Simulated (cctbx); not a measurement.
# From intensities to atoms

Cell a = 4.4690 Å, b = 4.4690 Å, c = 11.6240 Å, α = 90.00°, β = 90.00°, γ = 90.00°; space group I4/mmm (no. 139); content Tl4 Sm2 Ge4.

The data are simulated with cctbx, not measured: Mo Kα, λ = 0.71073 Å, to d = 0.6 Å, 95 % of the full sphere, strongest reflection 70000 counts, noise from counting, a 3 % proportional error and a noise floor of 4 counts (s.d.); no absorption.

Charge flipping in P1 on normalised amplitudes to 0.8 Å, δ = 1 σ, 20 % of the reflections treated as weak, 300 cycles:

```text
cycle      R  skewness
    0  0.556     0.34
   25  0.459     2.69
   50  0.465     3.89
   75  0.468     3.59
  100  0.446     3.23
  125  0.442     3.51
  150  0.451     3.31
  175  0.428     3.23
  200  0.455     3.29
  225  0.457     3.08
  250  0.441     3.13
  275  0.444     3.22
origin shift          correlation  skewness
 0.401  0.707  0.115      0.954      6.75
 0.401  0.208  0.365      0.951      7.19
 0.402  0.707  0.365      0.953      6.80
 0.401  0.209  0.115      0.952      6.29
taken: symmetry correlation 0.951, skewness 7.19
peak      x       y       z  mult  height/sigma
Q1    0.0000  0.5000  0.2500    4     16.1
Q2    0.0000  0.0000  0.0000    2     12.1
Q3    0.0000  0.0000  0.3740    4      7.2
Q4    0.0000  0.0000  0.5000    2      2.2
Q5    0.0000  0.3299  0.1752   16      0.9
Q6    0.0000  0.3707  0.5000    8      0.7
Q7    0.0000  0.0000  0.1448    4      0.6
Q8    0.1518  0.1518  0.0564   16      0.6
```

The origin is taken among those within 0.04 of the best correlation, by the skewness of the map.

It took 0.33 s on 1 thread of Arm Neoverse V2, on a shared host, peak memory 0.07 GiB.

**Question.** Which peaks are atoms, and which elements?

Heights go roughly as Z and multiplicities must add up to the content. First model: Q1 = Tl1 (4 in the cell, height 16.1), Q2 = Sm1 (2 in the cell, height 12.1) and Q3 = Ge1 (4 in the cell, height 7.2). Against the true structure, Q1 is Tl, Q2 is Sm and Q3 is Ge; the other peaks are not atoms.

Least squares on F², isotropic:

```text
Rint 0.025, 202 unique reflections to 0.60 A
cycle     R1     wR2    GooF  max shift (A)
   1  0.0527  0.1466  10.031   0.01532
   2  0.0330  0.1113   7.616   0.00001
final R1 0.0330 wR2 0.1113 GooF 7.616  parameters 4  data/parameter 50.5
atom        x        y        z      Ueq    occ   su(xyz)  su(Uiso or U11)
Tl1    0.00000  0.50000  0.25000   0.0217  1.000  0.00000  0.0003
Sm1    0.00000  0.00000  0.00000   0.0221  1.000  0.00000  0.0004
Ge1    0.00000  0.00000  0.37532   0.0193  1.000  0.00019  0.0004
difference map: max 10.56 min -4.86 rms 0.58
Q1    0.0000  0.5000  0.2199    8   10.87  0.35 A from Tl1
Q2    0.0674  0.0674  0.0000    8    2.12  0.43 A from Sm1
Q3    0.0000  0.0992  0.3771   16    2.05  0.44 A from Ge1
Q4    0.0000  0.0000  0.5000    2    1.25  1.45 A from Ge1
Q5    0.1371  0.3629  0.2500   16    1.08  0.87 A from Tl1
```

Anisotropic refinement:

```text
Rint 0.025, 202 unique reflections to 0.60 A
cycle     R1     wR2    GooF  max shift (A)
   1  0.0330  0.1113   7.675   0.00093
   2  0.0061  0.0137   0.947   0.00000
final R1 0.0061 wR2 0.0137 GooF 0.947  parameters 7  data/parameter 28.9
atom        x        y        z      Ueq    occ   su(xyz)  su(Uiso or U11)
Tl1    0.00000  0.50000  0.25000   0.0215  1.000  0.00000  0.0000
Sm1    0.00000  0.00000  0.00000   0.0224  1.000  0.00000  0.0001
Ge1    0.00000  0.00000  0.37540   0.0198  1.000  0.00002  0.0001
difference map: max 0.78 min -0.43 rms 0.11
Q1    0.0000  0.0000  0.5000    2    0.78  1.45 A from Ge1
Q2    0.0000  0.1373  0.0000    8    0.47  0.61 A from Sm1
Q3    0.0000  0.3938  0.3839   16    0.37  1.63 A from Tl1
Q4    0.0000  0.3945  0.1484   16    0.34  1.27 A from Tl1
Q5    0.1598  0.1598  0.0000    8    0.31  1.01 A from Sm1
Q6    0.1935  0.3065  0.2500   16    0.30  1.22 A from Tl1
```

**Reading.** The refinement ends at R1 = 0.0061, wR2 = 0.0137, GooF = 0.95, with difference density between -0.43 and 0.78 e/Å³. Every site matches the true model in element, within 0.001 Å r.m.s., up to an allowed shift of origin.

True model:

| atom | mult. | x | y | z | Ueq (Å²) |
| --- | --- | --- | --- | --- | --- |
| Tl1 | 4 | 1/2 | 0 | 1/4 | 0.0215 |
| Sm1 | 2 | 0 | 0 | 0 | 0.0225 |
| Ge1 | 4 | 1/2 | 1/2 | 0.1246 | 0.0198 |

This is a model crystal, built by substitution and not relaxed, with assumed displacement parameters.

[Middle refinement cycles are left out of these outputs.]

[Logs are printed without paths, hosts, clocks, repeated set-up lines and the standing remarks that a program may print on its own settings, such as how far it seeks lower states.]
